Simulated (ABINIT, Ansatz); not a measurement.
# Converging GW for CaGaSiH (P3m1) in ABINIT

What does each rung of G0W0 on CaGaSiH (P3m1) cost, and what does it buy?

Program: ABINIT 10.8.3. Level of theory: LDA and many-body steps on it, plane waves. Results are calculated unless marked as measured.

**1. Set-up**

Symmetry: P3m1, No. 156, trigonal system. The conventional cell has a = 4.091 Å, b = 4.091 Å, c = 4.763 Å, α = 90.00°, β = 90.00°, γ = 120.00°. Nearest to Ca lie 3 H at 2.39 Å and 3 Si at 3.14 Å and 3 Ga at 3.17 Å. Ga has 1 H at 1.75 Å and 3 Si at 2.43 Å nearest. Si has 3 Ga at 2.43 Å and 3 Ca at 3.14 Å nearest. H has 1 Ga at 1.75 Å and 3 Ca at 2.39 Å nearest. Farther neighbours are not listed.

The cell and positions come from the Crystallography Open Database and are kept as given unless a step says otherwise.

**2. Empty states on the mesh, 3×3×2 mesh, 142 bands**

This step: ABINIT 10.8.3; DFT, LDA, plane waves, norm-conserving pseudopotentials.

The sums over transitions need many empty states on a uniform mesh; this step solves for them.

Contents of run.abi:

```
acell 3*1.0 Angstrom
rprim 
  4.091099999987 0.000000000003 0.000000000000
  -2.045549999996 3.542996529410 0.000000000000
  0.000000000000 0.000000000000 4.762800000000
ntypat 4
znucl 20 31 14 1
natom 4
typat 1 2 3 4
xred 
  0.333333333333 0.666666666667 0.000000000000
  -0.000000000000 0.000000000000 0.556800000000
  0.666666666667 0.333333333333 0.433700000000
  -0.000000000000 0.000000000000 0.925000000000
pp_dirpath "pseudos"
pseudos "Ca.upf, Ga.upf, Si.upf, H.upf"
ecut 45
ngkpt 3 3 2
nshiftk 1
shiftk 0 0 0
kptopt 1
chksymbreak 0
iscf -2
irdden 1
istwfk *1
nband 142
nbdbuf 12
tolwfr 1e-09
nstep 60
prtvol 0
indata_prefix "in"
outdata_prefix "out"
tmpdata_prefix "tmp"
```

The run is started by

```sh
$ OMP_NUM_THREADS=1 mpirun -n 4 abinit run.abi > log
```

Numbers of over 12 decimals in the logs are rounded to 6 here.

What it wrote:

```text
.Version 10.8.3 of ABINIT. v10.8.2 released Aug 2026.

 Symmetries : space group P3 m 1 (#156); Bravais hP (primitive hexag.)
[... echo of the input left out ...]
== DATASET  1 ==================================================================
-   mpi_nproc: 4, omp_nthreads: 1 (-1 if OMP is not activated)

--- !DatasetInfo
iteration_state: {dtset: 1, }
dimensions: {natom: 4, nkpt: 6, mband: 142, nsppol: 1, nspinor: 1, nspden: 1, mpw: 6732, }
cutoff_energies: {ecut:  45.0, pawecutdg:  -1.0, }
[...]
2.57838    2.60019    2.62537    2.65468    2.65468    2.67650    2.72143    2.73529
   2.73529    2.83155    2.84406    2.84406    2.87955    2.92582    2.92582    2.95875
   2.95875    2.97932    2.98620    2.98621    3.01512    3.03747
 prteigrs : prtvol=0 or 1, do not print more k-points.

== END DATASET(S) ==============================================================
================================================================================

 -outvars: echo values of variables after computation  --------
            nband         142
             nkpt           6
          spgroup         156
 [... the other variables as echoed above ...]

 Calculation completed.
```

Wall time 71 s (4 MPI ranks of Arm Neoverse V1, shared host); peak memory 0.4 GiB.

This step gave:

```
gap                                                           : 0.3078 eV
k of the valence top                                          : 0, 0, 0.5
k of the conduction bottom                                    : 0.3333, 0.3333, 0
least direct gap                                              : 1.210 eV
k points computed                                             : 6
lowest point of the top converged band, above the valence top : 68.0701 eV
```

On this mesh the gap is 0.308 eV.

The density comes from a self-consistent run that is not shown.

**3. Screening, 3×3×2 mesh, 32 bands, screening to 62.6 eV**

The RPA dielectric matrix is built and inverted for each q.

This step: RPA screening on LDA, plane waves, norm-conserving pseudopotentials.

run.abi, as its differences from that of step 2:

```diff
@@ -22,10 +22,11 @@
 chksymbreak 0
-iscf -2
-irdden 1
 istwfk *1
-nband 142
-nbdbuf 12
-tolwfr 1e-09
-nstep 60
-prtvol 0
+occopt 1
+irdwfk 1
+optdriver 3
+nband 32
+ecuteps 2.3
+inclvkb 2
+awtr 1
+symchi 1
 indata_prefix "in"
```

What it wrote:

```text
.Version 10.8.3 of ABINIT. v10.8.2 released Aug 2026.

 Symmetries : space group P3 m 1 (#156); Bravais hP (primitive hexag.)
[... echo of the input left out ...]
== DATASET  1 ==================================================================
-   mpi_nproc: 4, omp_nthreads: 1 (-1 if OMP is not activated)

--- !DatasetInfo
iteration_state: {dtset: 1, }
dimensions: {natom: 4, nkpt: 6, mband: 32, nsppol: 1, nspinor: 1, nspden: 1, mpw: 6732, }
cutoff_energies: {ecut:  45.0, pawecutdg:  -1.0, }
electrons: {nelect:   3.60000000E+01, charge:   0.00000000E+00, occopt:   1.00000000E+00, tsmear:   1.00000000E-02, }

 SCREENING: Calculation of the susceptibility and dielectric matrices

 Based on a program developped by R.W. Godby, V. Olevano, G. Onida, and L. Reining.
 Incorporated in ABINIT by V. Olevano, G.-M. Rignanese, and M. Torrent.
.Using double precision arithmetic ; gwpc =  8

[... cell and pseudopotentials left out ...]
--------------------------------------------------------------------------------

 ==== K-mesh for the wavefunctions ====
 Number of points in the irreducible wedge :     6
[... list of points left out ...]
 Together with  6 symmetry operations and time-reversal symmetry
 yields    18 points in the full Brillouin Zone.

 ==== Q-mesh for the screening function ====
 Number of points in the irreducible wedge :     6
[... list of points left out ...]
 Together with  6 symmetry operations and time-reversal symmetry
 yields    18 points in the full Brillouin Zone.

 setmesh: FFT mesh size selected  =    25x   25x   36
          total number of points  =        22500

 vcoul_init : cutoff-mode = AUXILIARY_FUNCTION
 q-points for optical limit:   1
     1)      0.000010    0.000020    0.000030

- screening: taking advantage of time-reversal symmetry
- Maximum band index for partially occupied states nbvw = 18
- Remaining bands to be divided among processors   nbcw = 14
- Number of bands treated by each node ~3

 Number of electrons calculated from density =   36.0000; Expected =   36.0000
 average of density, n =  0.077274
 r_s =    1.4564
 omega_plasma =   26.8146 [eV]

 calculating chi0 at frequencies [eV] :
  1    0.000000E+00    0.000000E+00
  2    0.000000E+00    2.681464E+01

--------------------------------------------------------------------------------
  q-point number  1        q = ( 0.000000, 0.000000, 0.000000) [r.l.u.]
--------------------------------------------------------------------------------
[... chi0 elements left out ...]
 For q-point:  0.000010 0.000020 0.000030
  dielectric constant =  35.4198
  dielectric constant without local fields =  39.6543

  Average fulfillment of the sum rule on Im[epsilon] for q-point    1 :     17.55  [%]
[... wings left out ...]
  q-point number  2        q = ( 0.333333, 0.000000, 0.000000) [r.l.u.]
--------------------------------------------------------------------------------
[... chi0 elements left out ...]
  Average fulfillment of the sum rule on Im[epsilon] for q-point    2 :     28.67  [%]

 [... 4 further q-points ...]
```

It took 7 s on 4 MPI ranks; peak memory 0.61 GiB; 28 s of CPU time.

This step gave:

| Quantity | Value |
| --- | --- |
| ε∞ with local fields, on this mesh, along the program's q direction | 35.42 |
| the same without local fields | 39.65 |
| plasma frequency | 26.81 eV |
| plane waves in the screening matrix | 85 |

Local fields lower ε∞ by 11 %. On a Γ-centred mesh this coarse the value itself is usually too large, while a short band sum pulls it down.

**4. 32 bands, 62.6 eV**

The self-energy is evaluated for the states that the input lists, and the levels follow from it, in one-shot runs by the linearised quasiparticle equation.

This step: G0W0 on LDA, plane waves, norm-conserving pseudopotentials.

run.abi, as its differences from that of step 3:

```diff
@@ -25,8 +25,19 @@
 irdwfk 1
-optdriver 3
+optdriver 4
 nband 32
+gwcalctyp 0
+ecutsigx 45
+symsigma 1
+nkptgw 3
+kptgw 
+  0.0000000000 0.0000000000 0.5000000000
+  0.3333333333 0.3333333333 0.0000000000
+  0.0000000000 0.0000000000 0.0000000000
+bdgw 
+  16 21
+  17 20
+  17 21
 ecuteps 2.3
-inclvkb 2
-awtr 1
-symchi 1
+irdscr 1
+ppmodel 1
 indata_prefix "in"
```

What it wrote:

```text
.Version 10.8.3 of ABINIT. v10.8.2 released Aug 2026.

 Symmetries : space group P3 m 1 (#156); Bravais hP (primitive hexag.)
[... echo of the input left out ...]
== DATASET  1 ==================================================================
-   mpi_nproc: 4, omp_nthreads: 1 (-1 if OMP is not activated)

--- !DatasetInfo
iteration_state: {dtset: 1, }
dimensions: {natom: 4, nkpt: 6, mband: 32, nsppol: 1, nspinor: 1, nspden: 1, mpw: 6732, }
cutoff_energies: {ecut:  45.0, pawecutdg:  -1.0, }
electrons: {nelect:   3.60000000E+01, charge:   0.00000000E+00, occopt:   1.00000000E+00, tsmear:   1.00000000E-02, }

 SIGMA: Calculation of the GW corrections

 Based on a program developped by R.W. Godby, V. Olevano, G. Onida, and L. Reining.
 Incorporated in ABINIT by V. Olevano, G.-M. Rignanese, and M. Torrent.
.Using double precision arithmetic ; gwpc =  8

[... cell and pseudopotentials left out ...]
--------------------------------------------------------------------------------

 ==== K-mesh for the wavefunctions ====
 Number of points in the irreducible wedge :     6
[... list of points left out ...]
 Together with  6 symmetry operations and time-reversal symmetry
 yields    18 points in the full Brillouin Zone.

 ==== Q-mesh for screening function ====
 Number of points in the irreducible wedge :     6
[... list of points left out ...]
 Together with  6 symmetry operations and time-reversal symmetry
 yields    18 points in the full Brillouin Zone.

 vcoul_init : cutoff-mode = AUXILIARY_FUNCTION
 q-points for optical limit:   1
     1)      0.000010    0.000020    0.000030
 setmesh: FFT mesh size selected  =    45x   45x   60
          total number of points  =       121500

 Number of electrons calculated from density =   36.0000; Expected =   36.0000
 average of density, n =  0.077274
 r_s =    1.4564
 omega_plasma =   26.8146 [eV]

 === KS Band Gaps ===
  >>>> For spin  1
   Minimum direct gap =   1.2101 [eV], located at k-point      :   0.0000  0.0000  0.5000
   Fundamental gap    =   0.3078 [eV], Top of valence bands at :   0.0000  0.0000  0.5000
                                       Bottom of conduction at :   0.3333  0.3333  0.0000
 SIGMA fundamental parameters:
 PLASMON POLE MODEL  1
 number of plane-waves for SigmaX                 6717
 number of plane-waves for SigmaC and W             85
 number of plane-waves for wavefunctions          6717
 number of bands                                    32
 number of independent spin polarizations            1
 number of spinorial components                      1
 number of k-points in IBZ                           6
 number of q-points in IBZ                           6
 number of symmetry operations                       6
 number of k-points in BZ                           18
 number of q-points in BZ                           18
 number of frequencies for dSigma/dE                 9
 frequency step for dSigma/dE [eV]                0.25
 number of omega for Sigma on real axis              0
 max omega for Sigma on real axis  [eV]           0.00
 zcut for avoiding poles [eV]                     0.10

 EPSILON^-1 parameters (SCR file):
 dimension of the eps^-1 matrix on file             85
 dimension of the eps^-1 matrix used                85
 number of plane-waves for wavefunctions          6717
 number of bands                                    32
 number of q-points in IBZ                           6
 number of frequencies                               2
 number of real frequencies                          1
 number of imag frequencies                          1

 matrix elements of self-energy operator (all in [eV])

 Perturbative Calculation

--- !SelfEnergy_ee
iteration_state: {dtset: 1, }
kpoint     : [   0.000,    0.000,    0.500, ]
spin       : 1
KS_gap     :    1.210
QP_gap     :    2.192
Delta_QP_KS:    0.982
data: !SigmaeeData |
     Band     E0 <VxcDFT>   SigX SigC(E0)      Z dSigC/dE  Sig(E)    E-E0       E
       16   5.770 -11.950 -13.342   2.380   0.791  -0.264 -11.169   0.782   6.552
       17   5.770 -11.950 -13.342   2.380   0.791  -0.264 -11.169   0.782   6.552
       18   6.122 -11.190 -12.229   1.881   0.785  -0.275 -10.529   0.661   6.783
       19   7.332 -12.465  -7.466  -2.918   0.790  -0.266 -10.822   1.643   8.975
       20   7.379 -12.147  -6.988  -3.023   0.793  -0.261 -10.452   1.695   9.074
       21   7.379 -12.147  -6.988  -3.023   0.793  -0.261 -10.452   1.695   9.074

--- !SelfEnergy_ee
iteration_state: {dtset: 1, }
kpoint     : [   0.333,    0.333,    0.000, ]
spin       : 1
KS_gap     :    1.331
QP_gap     :    2.013
Delta_QP_KS:    0.682
data: !SigmaeeData |
     Band     E0 <VxcDFT>   SigX SigC(E0)      Z dSigC/dE  Sig(E)    E-E0       E
[...]
--- !SelfEnergy_ee
iteration_state: {dtset: 1, }
kpoint     : [   0.000,    0.000,    0.000, ]
spin       : 1
KS_gap     :    1.808
QP_gap     :    2.407
Delta_QP_KS:    0.599
data: !SigmaeeData |
     Band     E0 <VxcDFT>   SigX SigC(E0)      Z dSigC/dE  Sig(E)    E-E0       E
[...]
19   7.015 -11.327  -6.741  -2.784   0.793  -0.262  -9.898   1.429   8.444
       20   8.904 -11.262  -6.289  -3.033   0.791  -0.264  -9.727   1.535  10.438
       21   8.904 -11.262  -6.289  -3.033   0.791  -0.264  -9.727   1.535  10.438

== END DATASET(S) ==============================================================
================================================================================

 -outvars: echo values of variables after computation  --------
           etotal      0.0000000000E+00
            nband          32
             nkpt           6
          spgroup         156
 [... the other variables as echoed above ...]

 Calculation completed.
```

It took 5.4 s on 4 MPI ranks; peak memory 0.19 GiB; 21 s of CPU time.

Numbers from this step:

| Item | Value |
| --- | --- |
| G0W0 gap on the points computed | 1.043 eV |
| starting gap on the mesh | 0.3078 eV |
| k of the valence top | 0, 0, 0.5 |
| k of the conduction bottom | 0.3333, 0.3333, 0 |
| Z at the valence top | 0.785 |
| Z at the conduction bottom | 0.796 |
| least direct G0W0 gap on the computed points | 2.013 eV |

The gap on the mesh goes from 0.31 eV to 1.04 eV, a correction of +0.74 eV.

**5. Screening, 3×3×2 mesh, 63 bands, screening to 114.3 eV**

This step: RPA screening on LDA, plane waves, norm-conserving pseudopotentials.

run.abi, as its differences from that of step 4:

```diff
@@ -25,19 +25,8 @@
 irdwfk 1
-optdriver 4
-nband 32
-gwcalctyp 0
-ecutsigx 45
-symsigma 1
-nkptgw 3
-kptgw 
-  0.0000000000 0.0000000000 0.5000000000
-  0.3333333333 0.3333333333 0.0000000000
-  0.0000000000 0.0000000000 0.0000000000
-bdgw 
-  16 21
-  17 20
-  17 21
-ecuteps 2.3
-irdscr 1
-ppmodel 1
+optdriver 3
+nband 63
+ecuteps 4.2
+inclvkb 2
+awtr 1
+symchi 1
 indata_prefix "in"
```

What it wrote:

```text
.Version 10.8.3 of ABINIT. v10.8.2 released Aug 2026.

 Symmetries : space group P3 m 1 (#156); Bravais hP (primitive hexag.)
[... echo of the input left out ...]
== DATASET  1 ==================================================================
-   mpi_nproc: 4, omp_nthreads: 1 (-1 if OMP is not activated)

--- !DatasetInfo
iteration_state: {dtset: 1, }
dimensions: {natom: 4, nkpt: 6, mband: 63, nsppol: 1, nspinor: 1, nspden: 1, mpw: 6732, }
cutoff_energies: {ecut:  45.0, pawecutdg:  -1.0, }
electrons: {nelect:   3.60000000E+01, charge:   0.00000000E+00, occopt:   1.00000000E+00, tsmear:   1.00000000E-02, }

 SCREENING: Calculation of the susceptibility and dielectric matrices

 Based on a program developped by R.W. Godby, V. Olevano, G. Onida, and L. Reining.
 Incorporated in ABINIT by V. Olevano, G.-M. Rignanese, and M. Torrent.
.Using double precision arithmetic ; gwpc =  8

[... cell and pseudopotentials left out ...]
--------------------------------------------------------------------------------

 ==== K-mesh for the wavefunctions ====
 Number of points in the irreducible wedge :     6
[... list of points left out ...]
 Together with  6 symmetry operations and time-reversal symmetry
 yields    18 points in the full Brillouin Zone.

 ==== Q-mesh for the screening function ====
 Number of points in the irreducible wedge :     6
[... list of points left out ...]
 Together with  6 symmetry operations and time-reversal symmetry
 yields    18 points in the full Brillouin Zone.

 setmesh: FFT mesh size selected  =    27x   27x   36
          total number of points  =        26244

 vcoul_init : cutoff-mode = AUXILIARY_FUNCTION
 q-points for optical limit:   1
     1)      0.000010    0.000020    0.000030

- screening: taking advantage of time-reversal symmetry
- Maximum band index for partially occupied states nbvw = 18
- Remaining bands to be divided among processors   nbcw = 45
- Number of bands treated by each node ~11

 Number of electrons calculated from density =   36.0000; Expected =   36.0000
 average of density, n =  0.077274
 r_s =    1.4564
 omega_plasma =   26.8146 [eV]

 calculating chi0 at frequencies [eV] :
  1    0.000000E+00    0.000000E+00
  2    0.000000E+00    2.681464E+01

--------------------------------------------------------------------------------
  q-point number  1        q = ( 0.000000, 0.000000, 0.000000) [r.l.u.]
--------------------------------------------------------------------------------
[... chi0 elements left out ...]
 For q-point:  0.000010 0.000020 0.000030
  dielectric constant =  35.7124
  dielectric constant without local fields =  39.6962

  Average fulfillment of the sum rule on Im[epsilon] for q-point    1 :     34.71  [%]
[... wings left out ...]
  q-point number  2        q = ( 0.333333, 0.000000, 0.000000) [r.l.u.]
--------------------------------------------------------------------------------
[... chi0 elements left out ...]
  Average fulfillment of the sum rule on Im[epsilon] for q-point    2 :     40.11  [%]

 [... 4 further q-points ...]
```

Run time: 14 s. Hardware: 4 MPI ranks; peak memory 0.76 GiB; 58 s of CPU time.

Numbers from this step:

```
ε∞ with local fields, on this mesh, along the program's q direction : 35.71
the same without local fields                                       : 39.70
plasma frequency                                                    : 26.81 eV
plane waves in the screening matrix                                 : 201
```

[end of part 1 of 2]

[Paths, hosts, dates, memory and timing lines, banners, echoed tables and standing remarks are left out of the program output.]

[Logs are printed without paths, hosts, clocks, repeated set-up lines and the standing remarks that a program may print on its own settings, such as how far it seeks lower states.]

[Runs of the session that timed out or met a known fault of the program may be left out.]

[Hosts, paths, dates, database ids (printed as entryN), source tags and the programs' standing remarks are cut or masked in the printed files.]

[G0W0 gaps are taken among the corrected bands and points alone; a level outside them can change the order at an edge.]

[Where Ansatz stands beside ABINIT at settings called matched, ABINIT's density can come from a denser mesh and the files from another edition; pairs whose starting gaps differed by over 0.03 eV were left out, so agreement reads better than it is.]
